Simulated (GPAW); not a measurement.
# Geometry or basis: what sets the conductance of a Pb chain with a Si atom on top of one atom, part 3 of 3

How well does a Pb chain with a Si atom on top of one atom conduct once its atoms have relaxed, and how much do cheaper levels lose?

GPAW 26.7.0; GPAW LCAO, PAW setups; relaxation of the junction within the symmetry of its start, lead ends held (the session's first sound run).

So far, transmission at the Fermi level (one spin): step 3 (double-zeta polarised basis, PBE, GPAW) 0.988; step 4 (basis szp(dzp), PBE, GPAW) 0.987; step 5 (basis sz(dzp), PBE, GPAW) 0.974; step 6 (LDA) 1.02; step 7 (the structure as built: geometry = "as built", PBE, GPAW) 2.48.

### Step 10. Potential alignment off

Without the shift, lead and junction are matched by their Fermi levels alone.

This step: GPAW LCAO, PAW setups; Landauer transmission from Green's functions with principal layers (ASE), zero bias (GPAW 26.7.0).

Contents of run.py:

```python
import json
import numpy as np
from ase import Atoms
from ase.transport.calculators import TransportCalculator
from gpaw import GPAW, FermiDirac
from gpaw.lcao.tools import get_lcao_hamiltonian
from scipy.linalg import eigh

# The junction with lead layers at both ends, along the third cell vector
device = Atoms(
    ['Pb', 'Pb', 'Pb', 'Pb', 'Pb', 'Pb', 'Pb', 'Si', 'Pb', 'Pb', 'Pb', 'Pb', 'Pb', 'Pb'],
    positions=[
        [4.50000, 4.50000, 1.45000],
        [4.50000, 4.50000, 4.35000],
        [4.50000, 4.50000, 7.25000],
        [4.50000, 4.50000, 10.15000],
        [4.50000, 4.50000, 13.05000],
        [5.25682, 4.50000, 16.37677],
        [3.35752, 4.50000, 18.85000],
        [6.24843, 4.50000, 18.85000],
        [5.25682, 4.50000, 21.32323],
        [4.50000, 4.50000, 24.65000],
        [4.50000, 4.50000, 27.55000],
        [4.50000, 4.50000, 30.45000],
        [4.50000, 4.50000, 33.35000],
        [4.50000, 4.50000, 36.25000]],
    cell=[[9.0, 0.0, 0.0], [0.0, 9.0, 0.0], [0.0, 0.0, 37.7]],
    pbc=True)

# One principal layer of the lead: the first 3 atoms of the device
lead = Atoms(
    ['Pb', 'Pb', 'Pb'],
    positions=[
        [4.50000, 4.50000, 1.45000],
        [4.50000, 4.50000, 4.35000],
        [4.50000, 4.50000, 7.25000]],
    cell=[[9.0, 0.0, 0.0], [0.0, 9.0, 0.0], [0.0, 0.0, 8.7]],
    pbc=True)

settings = dict(mode='lcao', basis='dzp', xc='PBE', h=0.2,
                occupations=FermiDirac(0.1), maxiter=250,
                mixer=dict(beta=0.1, nmaxold=8, weight=100.0),
                convergence=dict(density=0.0001))
energies = np.arange(-2, 2 + 1e-9, 0.025)
eta = 0.0001
n1, n2 = 1, 1
# k and -k transmit alike, so half of the mesh across the current serves
mesh = [(i, j) for i in range(n1) for j in range(n2) if (i, j) <= (-i % n1, -j % n2)]
weights = np.array([1 if (i, j) == (-i % n1, -j % n2) else 2 for i, j in mesh]) / (n1 * n2)


def ground_state(atoms, size, txt):
    atoms.calc = GPAW(kpts={'size': size, 'gamma': True}, symmetry={'tolerance': 1e-3}, txt=txt, **settings)
    atoms.get_potential_energy()
    return atoms.calc.get_fermi_level()


def blocks(atoms, fermi, points, nz, cells):
    """H - E_F S and S between cell 0 and the cells above it, at each point across the current."""
    kz = np.arange(nz) / nz
    calc = atoms.calc.fixed_density(kpts=[(*k, z) for k in points for z in kz], symmetry='off', txt=None)
    H, S = get_lcao_hamiltonian(calc)
    H = (H - fermi * S).reshape(len(H), len(points), nz, *S.shape[1:])
    S = S.reshape(H.shape[1:])
    phases = [np.exp(-2j * np.pi * kz * R) / nz for R in cells]
    return [(np.einsum('skzij,z->ksij', H, p), np.einsum('kzij,z->kij', S, p)) for p in phases]


def pair(a, b):
    return np.block([[a, b], [b.T.conj(), a]])


def count_channels(h, s, cells, nk=240):
    """Half the number of times that the lead's bands cross each energy, unfolded to its shortest repeat."""
    b = len(h) // cells
    bands = []
    for k in (np.arange(nk + 1) + 0.5) / nk:
        hk, sk = h[:b, :b].copy(), s[:b, :b].copy()
        for R in range(1, cells):
            phase, block = np.exp(2j * np.pi * k * R), slice(R * b, (R + 1) * b)
            hk += h[:b, block] * phase + (h[:b, block] * phase).T.conj()
            sk += s[:b, block] * phase + (s[:b, block] * phase).T.conj()
        w, u = eigh(sk)
        x = u[:, w > 1e-5] / w[w > 1e-5]**0.5  # drop near-dependent combinations
        bands.append(np.r_[eigh(x.T.conj() @ hk @ x, eigvals_only=True), [1e9] * (w <= 1e-5).sum()])
    below = np.array(bands)[:, :, None] < energies
    return (below[1:] != below[:-1]).sum((0, 1)) / 2


fermi_lead = ground_state(lead, (1, 1, 13), 'lead.txt')
fermi_device = ground_state(device, (1, 1, 2), 'device.txt')
T, channels, eigen, tail, misfit, shifts = [], [], [], 0.0, 0.0, []
for first in range(0, len(mesh), 566):
    points = [(i / n1, j / n2) for i, j in mesh[first:first + 566]]
    (H0k, S0k), (H1k, S1k), (H2k, _) = blocks(lead, fermi_lead, points, 5, range(3))
    [(Hk, Sk)] = blocks(device, fermi_device, points, 2, [0])
    tail = max(tail, abs(H2k).max())
    for H0, S0, H1, S1, H, S in zip(H0k, S0k, H1k, S1k, Hk, Sk):
        n = len(S0)
        # Lead and device are aligned by their Fermi levels alone
        shift = 0.0
        shifts.append(shift)
        misfit = max(misfit, abs(H[:, :n, :n] - H0 - shift * S0).max())
        Tk, Ck, Ek = [], [], []
        for s in range(len(H)):
            t = s % len(H0)  # a lead without moments serves both spins
            h1, s1 = pair(H0[t] + shift * S0, H1[t] + shift * S1), pair(S0, S1)
            leads = dict(h1=h1, s1=s1, energies=energies, eta=eta, eta1=eta, eta2=eta)
            calc = TransportCalculator(h=H[s], s=S, eigenchannels=3, **leads)
            Tk.append(calc.get_transmission())
            Ek.append(np.sort(calc.eigenchannels_ne, axis=0)[::-1])
            Ck.append(count_channels(h1, s1, 6))
        T.append(Tk)
        channels.append(Ck)
        eigen.append(Ek)
T, channels = np.array(T), np.array(channels)
mean, open_channels = np.einsum('kse,k->se', T, weights), np.einsum('kse,k->se', channels, weights)

print(f'basis functions: device {len(S)}, principal layer {n}')
print(f'Fermi level: lead {fermi_lead:.4f} eV, device {fermi_device:.4f} eV; lead shifted by {np.mean(shifts):.4f} eV')
print(f'largest coupling past the next layer {tail:.2e} eV, largest misfit of the first layer {misfit:.3f} eV')
print('  E-E_F (eV)   ' + 'T (one spin)  channels')
for e, t, c in zip(energies, mean.T, open_channels.T):
    print(f'{e:10.3f}  ', *[f'{x:11.4e}' for x in t], *[f'{x:9.4f}' for x in c])

kT = 8.617333e-5 * 300
fine = np.linspace(energies[0], energies[-1], 4001)
both = np.exp(np.interp(fine, energies, np.log(np.maximum(mean.sum(0) * 2 / len(mean), 1e-30))))
fermi = lambda mu: 1 / (1 + np.exp(np.clip((fine - mu) / kT, -200, 200)))
slope = fermi(0) * (1 - fermi(0)) / kT
G = np.trapezoid(both * slope, fine) / 2
seebeck = -np.trapezoid(both * slope * fine, fine) / (2 * G * 300) * 1e6
print(f'conductance at 300 K: {G:.5g} G0 a cell; thermopower {seebeck:.4g} uV/K')
bias = [0.1, 0.2, 0.5, 1.0, 1.5, 2.0]
current = [38.74 * np.trapezoid(both * (fermi(V / 2) - fermi(-V / 2)), fine) for V in bias]
for V, I in zip(bias, current):
    print(f'current from the zero-bias T(E) at {V} V: {I:.5g} uA')
zero = abs(energies).argmin()
json.dump(dict(energies=energies.tolist(), T=mean.tolist(), channels=open_channels.tolist(), G=G, seebeck=seebeck,
               bias=bias, current=current, tail=tail, misfit=misfit, shift=np.mean(shifts), n_device=len(S), n_lead=n,
               fermi=[fermi_lead, fermi_device], energy=device.get_potential_energy(),
               moments=device.get_magnetic_moments().tolist(), mesh=mesh, weights=weights.tolist(),
               T_k=T[:, :, zero].tolist(), eigen=np.array(eigen[0]).tolist()), open('result.json', 'w'))
```

The run is started by

```sh
$ OMP_NUM_THREADS=1 OPENBLAS_NUM_THREADS=1 python run.py
```

Elapsed: 60 s, on 1 thread of Arm Neoverse V2, shared host; peak memory 1.2 GiB.

Numbers from this step:

```yaml
conductance: 0.9930 G₀
thermopower: -6.728 μV/K
largest_misfit_of_the_first_principal_layer: 0.03727 eV
shift_that_aligns_the_lead: 0 eV
transmission_at_the_fermi_level_one_spin: 0.9944
```

One spin. The transmission, zone mean by energy, zero at the Fermi level:

energy (eV), transmission, zone mean and a bar:
```
   -2.000       0.83 ##############
   -1.900       0.92 ################
   -1.800       0.97 #################
   -1.700       0.99 ##################
   -1.625       1.00 ##################
   -1.600       1.00 ##################
   -1.500       0.99 ##################
   -1.400       0.99 ##################
   -1.300       0.99 ##################
   -1.200       0.98 #################
   -1.100       0.09 
   -1.000       0.20 ##
   -0.950       0.97 #################
   -0.900       0.51 ########
   -0.800       0.50 ########
   -0.700       0.48 ########
   -0.600       0.51 ########
   -0.500       0.56 #########
   -0.400       0.61 ##########
   -0.300       0.69 ############
   -0.200       0.79 ##############
   -0.100       0.91 ################
    0.000       0.99 ##################
    0.100       1.08 ###################
    0.200       1.19 #####################
    0.300       1.35 #########################
    0.400       1.53 ############################
    0.475       1.60 ##############################
    0.500       1.60 ##############################
    0.600       1.48 ###########################
    0.700       1.30 ########################
    0.800       1.16 #####################
    0.900       1.12 ####################
    1.000       1.12 ####################
    1.100       1.19 ######################
    1.200       1.33 ########################
    1.250       1.51 ############################
    1.300       1.38 #########################
    1.400       1.57 #############################
    1.475       1.62 ##############################
    1.500       1.61 ##############################
    1.600       1.52 ############################
    1.700       1.42 ##########################
    1.800       1.36 #########################
    1.900       1.38 #########################
    2.000       1.47 ###########################
```

Not self-consistent under bias; the bias window is split evenly. Current through one cell, from the zero-bias transmission against bias:

```
bias (V)  current through one cell, from the zero-bias transmission (μA)
   0.100                                                            7.69
   0.200                                                            15.3
   0.500                                                            38.2
   1.000                                                            78.8
   1.500                                                             116
   2.000                                                             148
```

The transmission of the three most open eigenchannels by energy, zero at the Fermi level:

```
energy (eV)  channel 1  channel 2  channel 3
     -2.000      0.830          0          0
     -1.900      0.920          0          0
     -1.800      0.971          0          0
     -1.700      0.995          0          0
     -1.600      0.999          0          0
     -1.500      0.993          0          0
     -1.400      0.986          0          0
     -1.300      0.991          0          0
     -1.200      0.983          0          0
     -1.100     0.0917          0          0
     -1.000      0.202          0          0
     -0.900      0.510          0          0
     -0.800      0.497    1.8e-12          0
     -0.700      0.481     2.8e-8     1.1e-8
     -0.600      0.476     0.0202     0.0150
     -0.500      0.480     0.0396     0.0362
     -0.400      0.484     0.0758     0.0494
     -0.300      0.489      0.133     0.0643
     -0.200      0.498      0.212     0.0797
     -0.100      0.506      0.314     0.0942
      0.000      0.514      0.383     0.0971
      0.100      0.516      0.467     0.0957
      0.200      0.581      0.514     0.0923
      0.300      0.745      0.511     0.0896
      0.400      0.928      0.510     0.0894
      0.500      0.995      0.511     0.0923
      0.600      0.866      0.515     0.0990
      0.700      0.667      0.523      0.110
      0.800      0.526      0.508      0.126
      0.900      0.566      0.405      0.147
      1.000      0.605      0.342      0.176
      1.100      0.668      0.310      0.211
      1.200      0.766      0.313      0.250
      1.300      0.892      0.287      0.199
      1.400      0.990      0.318      0.261
      1.500      0.968      0.346      0.297
      1.600      0.818      0.367      0.338
      1.700      0.633      0.399      0.384
      1.800      0.487      0.478      0.399
      1.900      0.609      0.412      0.363
      2.000      0.766      0.423      0.281
```

The conductance, 0.993 G₀, lies 0.4 % above that of the dzp run.

### Step 11. Results

| Item | Value |
| --- | --- |
| conductance | 0.989 G₀ |
| transmission at the Fermi level, mean of the spins | 0.988 |
| thermopower | -6.36 μV/K |

In words: In the dzp basis the junction conducts 0.989 G₀ at 300 K, with T = 0.988 a spin at the Fermi level; the sz basis reaches that conductance within 10 %. Relaxation moved atoms by up to 1.1 Å and took the conductance from 2.46 to 0.989 G₀, as a ratio a larger change than the step from dzp to the minimal basis. At the Fermi level the three most open eigenchannels pass 0.52, 0.38 and 0.095. The negative thermopower says that the thermally weighted transmission is larger above the Fermi level, as for electron-like transport. Measured against the first run (dzp), the nearest curve is that of szp (r.m.s. 0.087) and the farthest that of asbuilt (0.82). Over the compared runs wall time goes from 27 s (sz) to 60 s (dzp), on a shared host. The leads kept an estimated spacing and the cell its length, so the junction may be under some tension or compression. The geometry comes from the orbital basis, which tends to overbind, and kept the symmetry of the start, so a structure of lower symmetry may lie lower. Spin-orbit coupling is left out, which matters for the heavy atoms here. An evenly spaced straight chain is an idealisation: free chains tend to dimerise, zigzag or, where a band edge lies near the Fermi level, turn magnetic. The currents use the zero-bias T(E) throughout, which holds only while the bias is small against the distance to the nearest feature.

[Logs are printed without paths, hosts, clocks, repeated set-up lines and the standing remarks that a program may print on its own settings, such as how far it seeks lower states.]

[Hosts, paths, dates, database ids (printed as entryN), source tags and the programs' standing remarks are cut or masked in the printed files.]
